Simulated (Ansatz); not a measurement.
# Cd2CoS2Cl2, from a guessed structure to a relaxed one, part 2 of 2

Starting from a made-up structure for Cd2CoS2Cl2, the aim is the relaxed cell, its shortest contacts and, where a second run follows, its electronic structure.

Ansatz 0.2.0; DFT, PBE, plane-wave PAW, files of the set soft_1, scalar-relativistic, ferromagnetic start, cell and ions relaxed at zero pressure; PAW set soft_1 (the session's first sound run).

So far: The structure; Relaxing cell and atoms. The relaxed cell has a = 4.714, c = 13.363 Å (conventional setting).

### Step 3. Electronic structure of the relaxed cell

A second self-consistent run takes a narrower smearing and the mesh shown in its input; the bands follow along the standard path of the relaxed lattice.

This step: DFT, PBE, plane-wave PAW, files of the set soft_1, scalar-relativistic, ferromagnetic start, bands and density of states at the relaxed cell; PAW set soft_1 (Ansatz 0.2.0).

input.yaml

```yaml
crystal:
  lattice:
    - [-2.3572138029, 2.3572138029, 6.6813728659]
    - [2.3572138029, -2.3572138029, 6.6813728659]
    - [2.3572138029, 2.3572138029, -6.6813728659]
  atoms:
    - { symbol: Cd, position: [0.61691973, 0.61691973, 0.0] }
    - { symbol: Cd, position: [0.38308027, 0.38308027, 0.0] }
    - { symbol: Co, position: [0.0, 0.0, 0.0], spin: 1.9 }
    - { symbol: Cl, position: [0.1993558185, 0.1993558185, 0.0] }
    - { symbol: Cl, position: [0.8006441815, 0.8006441815, 0.0] }
    - { symbol: S, position: [0.5, 0.0, 0.5] }
    - { symbol: S, position: [0.0, 0.5, 0.5] }
magnetization:
  spin_polarized: true
kpoints:
  mp_grid: { grid: [10, 10, 10] }
  band_path:
    path:
      - [[0.0, 0.0, 0.0], [0.0, 0.0, 0.5], [-0.06223526, 0.06223526, 0.5], [-0.28111763, 0.28111763, 0.28111763], [0.0, 0.0, 0.0], [0.5, 0.5, -0.5], [0.28111763, 0.71888237, -0.28111763], [0.0, 0.5, 0.0], [0.25, 0.25, 0.25], [0.5, 0.5, -0.06223526], [0.5, 0.5, -0.5]]
      - [[0.0, 0.0, 0.5], [0.25, 0.25, 0.25]]
    npoints: 7
scf:
  occupations: { method: fermi_dirac, width: 0.03 }
  n_extra_bands: 12
hamiltonian:
  xc: pbe
  pseudopotentials: { kind: paw, azcp: { folder: soft_1 } }
output:
  forces: true
  stress: true
  write_bands: true
  dos: { projected: true }
  write_density: true
  write_potential: true
  elf: true
  volumetric_format: npy
```

On the command line:

```bash
$ ansatz run input.yaml --threads 4 --pin off --max-ram 10240MiB --backend cpu --events-out ev --progress --plain --runs-dir out
```

Numbers of over 12 decimals in the logs are rounded to 6 here.

Output:

```text
[...]
Crystal: 7 atoms, lattice volume = 148.499 Å³
Basis set: ecut = 420 eV, 2895 PW (Γ), exchange–correlation on 100×100×100 points (8 copies of the dense FFT grid, shifted against one another)
Bands: 54, of which v1, the nominal top of the filled ones, is band 42 counted from 1 (41 counted from 0)
Symmetry: 16 space group operations
[...]
k-points: 102 of 1000
[...]
Starting moments: Σ|m| = 1.9 μB on 1 of 7 sites
[...]
SCF iter   1: F=—  HF=-25602.713473 eV  |F-HF|=—  |Δ(HF+E_count)|=         —  Δρ=6.44e-2 (↑4.30e-2 ↓6.44e-2)  dr2=3.91e1  dr2_m=2.85e-1  M=1.677 μB ∫|m|=1.727 μB  β_m=0.30  ethr=3.10e-3  ⟨swp⟩=7.9  Hψ=49796  notcnv=0  defer=95
[...]
SCF iter  16: F=-25601.024360 eV  HF=-25601.024360 eV  |F-HF|=2.45e-9  |Δ(HF+E_count)|=   3.86e-9  Δρ=1.91e-6 (↑4.20e-7 ↓1.91e-6)  dr2=5.49e-9  dr2_m=1.04e-9  M=2.142 μB ∫|m|=2.251 μB  ethr=8.32e-11  ⟨swp⟩=15.8  Hψ=83163  notcnv=0
SCF 1 converged in 16 iterations: F = -25601.024360 eV  dr2 = 5.49e-9
[...]
NSCF: frozen V_eff on 79 k-points
SCF converged after 16 iterations
Magnetization: 2.1420 μB (42.5710 up, 40.4290 down)
Absolute magnetization: 2.2510 μB (∫|ρ↑−ρ↓|, with the PAW one-centre terms)
[...]
Per-site moments (μB) at R_I (Å): [(0.00559738, 1.012714), (0.00559738, 1.012714), (1.870845, 0.972351), (0.026407, 1.012714), (0.026407, 1.012714), (0.037426, 0.972351), (0.037426, 0.972351)]
Free energy (F): -25601.024360 eV
[...]
Internal energy: -25601.009491 eV  (E = F + TS)
E sigma→0 (E₀):  -25601.016925 eV
Entropy (-TS):   -0.014869 eV (-2.124 meV/atom)
Fermi energy:    7.829819 eV
[...]
--- Forces (eV/Å), atoms counted from 1 ---
  atom   1  Cd    -0.00000000    -0.00000000    -0.01068353
  atom   2  Cd     0.00000000    -0.00000000     0.01068353
  atom   3  Co    -0.00000000     0.00000000     0.00000000
  atom   4  Cl    -0.00000000    -0.00000000    -0.00625988
  atom   5  Cl     0.00000000     0.00000000     0.00625988
  atom   6  S      0.00000000     0.00000000     0.00000000
  atom   7  S      0.00000000    -0.00000000    -0.00000000
  max |Σ_I F_I| component: 5.20e-18 eV/Å
--- Stress (GPa, compression-positive) ---
       -0.024674      -0.000000       0.000000
       -0.000000      -0.024674      -0.000000
        0.000000      -0.000000      -0.063193
  P = ⅓ Tr σ = -0.0375 GPa (-0.375 kbar)
--- Band table (eV; the first three rows and the last of 204) ---
  k-point 0 ↑: bands = [... 38 lower, 5.9297, 6.0460, 6.6103, 6.8295, 6.8295, 7.8173, 10.4809, 11.0193, ... 8 higher]
  k-point 1 ↑: bands = [... 38 lower, 5.9580, 6.2273, 6.2362, 6.6699, 7.1168, 8.4790, 10.7223, 10.8323, ... 8 higher]
  k-point 2 ↑: bands = [... 38 lower, 6.1412, 6.2558, 6.4320, 6.7869, 7.7899, 9.4784, 10.0037, 11.6163, ... 8 higher]
  k-point 101 ↓: bands = [... 38 lower, 6.8192, 7.3007, 7.3007, 7.3702, 8.0309, 8.3838, 11.5036, 11.8704, ... 8 higher]
```

Wall time 52 s (4 threads of Arm Neoverse V2, shared host); peak memory 1.3 GiB; 3.4 min of CPU time.

In the SCF lines HF is the Harris–Foulkes energy and dr2 the Hartree energy of the density residual, in eV; the loop may stop once dr2 is under the threshold and the program's other checks hold. Hψ counts applications of the Hamiltonian.

Numbers from this step:

| Quantity | Value |
| --- | --- |
| free energy | -25601.0244 eV |
| energy at zero smearing | -25601.0169 eV |
| smearing term TS | 0.01487 eV |
| Fermi energy | 7.830 eV |
| magnetization | 2.142 μB |
| absolute magnetization | 2.251 μB |
| site moments | 0.005597, 0.005597, 1.871, 0.02641, 0.02641, 0.03743, 0.03743 μB |
| pressure | -0.03751 GPa |

From bands.tsv, the bands that come nearest the Fermi level along the path, at its corners, in eV from the Fermi level:

| point | band_41_up | band_42_up | band_43_up | band_38_dn | band_39_dn | band_40_dn | band_41_dn | band_42_dn |
| --- | --- | --- | --- | --- | --- | --- | --- | --- |
| Γ | -1.00 | -1.00 | -0.01 | -0.97 | -0.80 | -0.61 | -0.61 | 0.20 |
| X | -0.12 | 0.54 | 2.18 | -0.06 | 0.17 | 0.20 | 0.58 | 0.85 |
| Y | -0.23 | 0.71 | 1.97 | -0.17 | 0.07 | 0.16 | 0.78 | 0.85 |
| S | -0.91 | -0.49 | 2.53 | -0.57 | 0.03 | 0.06 | 0.41 | 1.15 |
| Γ | -1.00 | -1.00 | -0.01 | -0.97 | -0.80 | -0.61 | -0.61 | 0.20 |
| Z | -1.11 | -1.11 | -0.52 | -1.01 | -0.53 | -0.53 | -0.46 | 0.20 |
| S1 | -0.91 | -0.49 | 2.53 | -0.57 | 0.03 | 0.06 | 0.41 | 1.15 |
| N | -0.90 | -0.38 | 2.66 | -0.57 | 0.01 | 0.05 | 0.43 | 1.20 |
| P | -0.12 | 0.99 | 2.18 | -0.06 | 0.09 | 0.18 | 0.18 | 1.64 |
| Y1 | -0.23 | 0.71 | 1.97 | -0.17 | 0.07 | 0.16 | 0.78 | 0.85 |
| Z | -1.11 | -1.11 | -0.52 | -1.01 | -0.53 | -0.53 | -0.46 | 0.20 |
| X | -0.12 | 0.54 | 2.18 | -0.06 | 0.17 | 0.20 | 0.58 | 0.85 |
| P | -0.12 | 0.99 | 2.18 | -0.06 | 0.09 | 0.18 | 0.18 | 1.64 |

Spin density in the ab plane of the cell as run, not the conventional one, at fractional z = 0.000, with atoms of Cd and Co and Cl within 0.2 Å of it.

Ten even steps from '0' (0.0 e/Å³) to '9' (5.1 e/Å³), each cell a mean:
```
730000000000000000003
110000000000000000000
000000000000000000000
000000000000000000000
000000000000000000000
000000000000000000000
000000000000000000000
000000000000000000000
000000000000000000000
000000000000000000000
000000000000000000000
000000000000000000000
000000000000000000000
000000000000000000000
000000000000000000000
000000000000000000000
000000000000000000000
000000000000000000000
000000000000000000000
200000000000000000013
920000000000000000017
```
Columns run along a (7.5 Å), rows up along b (7.5 Å). Atoms in or near the plane, at fractional coordinates: Cd at (0.62, 0.62), Cd at (0.38, 0.38), Co at (0.00, 0.00), Cl at (0.20, 0.20), Cl at (0.80, 0.80).

Valence density in the ab plane of the cell as run, not the conventional one, at fractional z = 0.000, with atoms of Cd and Co and Cl within 0.2 Å of it. It is the smooth field of the valence electrons, not physical close to the nuclei.

Values in e/Å³, 11 rows by 16 columns, each cell a mean:
```
18  8  1  0  0  0  0  0  0  0  1  1  1  0  0  4
 1  1  0  0  0  0  0  0  0  0  1  2  1  1  1  0
 0  0  0  0  0  0  0  0  2  2  1  1  1  1  2  1
 0  0  0  0  0  0  0  1  6 15 10  2  1  1  1  1
 0  0  0  0  0  0  0  0  2 10 17  7  1  0  0  0
 0  0  0  0  3  6  3  1  0  1  2  3  1  0  0  0
 0  0  0  0  2 14 19  7  1  0  0  0  0  0  0  0
 0  1  1  1  1  2  9  8  2  0  0  0  0  0  0  0
 0  1  1  1  1  1  0  1  1  0  0  0  0  0  0  0
 1  0  1  1  2  1  0  0  0  0  0  0  0  0  1  2
22  3  0  0  1  1  0  0  0  0  0  0  0  0  3 21
```
Columns run along a (7.5 Å), rows up along b (7.5 Å). Atoms in or near the plane, at fractional coordinates: Cd at (0.62, 0.62), Cd at (0.38, 0.38), Co at (0.00, 0.00), Cl at (0.20, 0.20), Cl at (0.80, 0.80).

ELF in the ab plane of the cell as run, not the conventional one, at fractional z = 0.000, with atoms of Cd and Co and Cl within 0.2 Å of it. It is the smooth field of the valence electrons, not physical close to the nuclei.

Ten even steps from '0' (0.04) to '9' (0.91), each cell a mean:
```
753101233101589973013
343210000001589998411
122110000000389878840
011110000011158734883
100110000122126853797
400000000134322687899
610000000135752268999
610000000125995225888
300001100113697311355
000012221111355421011
000013443111123321000
232113586311111110001
677522489631000000003
899862258842000000003
899886224542100000002
698658622332100000001
278515862111000011110
038856885100000011121
104888997200000001233
410379997300011001245
741026886200366410137
```
Columns run along a (7.5 Å), rows up along b (7.5 Å). Atoms in or near the plane, at fractional coordinates: Cd at (0.62, 0.62), Cd at (0.38, 0.38), Co at (0.00, 0.00), Cl at (0.20, 0.20), Cl at (0.80, 0.80).

### Step 4. Outcome

```
space group, relaxed : I4/mmm
conventional cell    : a = 4.714, b = 4.714, c = 13.363 Å; α = 90.0°, β = 90.0°, γ = 90.0°
volume per atom      : 21.21 Å³ (guess 20.26)
total moment         : 2.17 μB in the cell of 7 atoms
```

In words: Cd2CoS2Cl2 relaxes to I4/mmm with a = 4.714, b = 4.714 and c = 13.363 Å. The guessed volume was 4 % too small. The space group I4/mmm was held in the relaxation, so the end point is a stationary structure within it and may be a saddle against distortions or other arrangements. The input starts from parallel moments, and no other start was typed. Bands cross the Fermi level, so it is a metal or semimetal at this level. On the 10×10×10 mesh with the narrower smearing (relaxed on 9×9×9) the largest force component is 0.011 eV/Å and the largest stress component is 0.063 GPa, against the relaxation's thresholds of 0.015 eV/Å and 0.05 GPa. The cutoff wasn't tested. A vector of the cell changed its length by 12 %, more than the volume shows. No dispersion term is used, so weakly bound directions may come out too long. Nothing here tests whether the compound is stable against decomposition.

[Logs are printed without paths, hosts, clocks, repeated set-up lines and the standing remarks that a program may print on its own settings, such as how far it seeks lower states.]

[Hosts, paths, dates, database ids (printed as entryN), source tags and the programs' standing remarks are cut or masked in the printed files.]
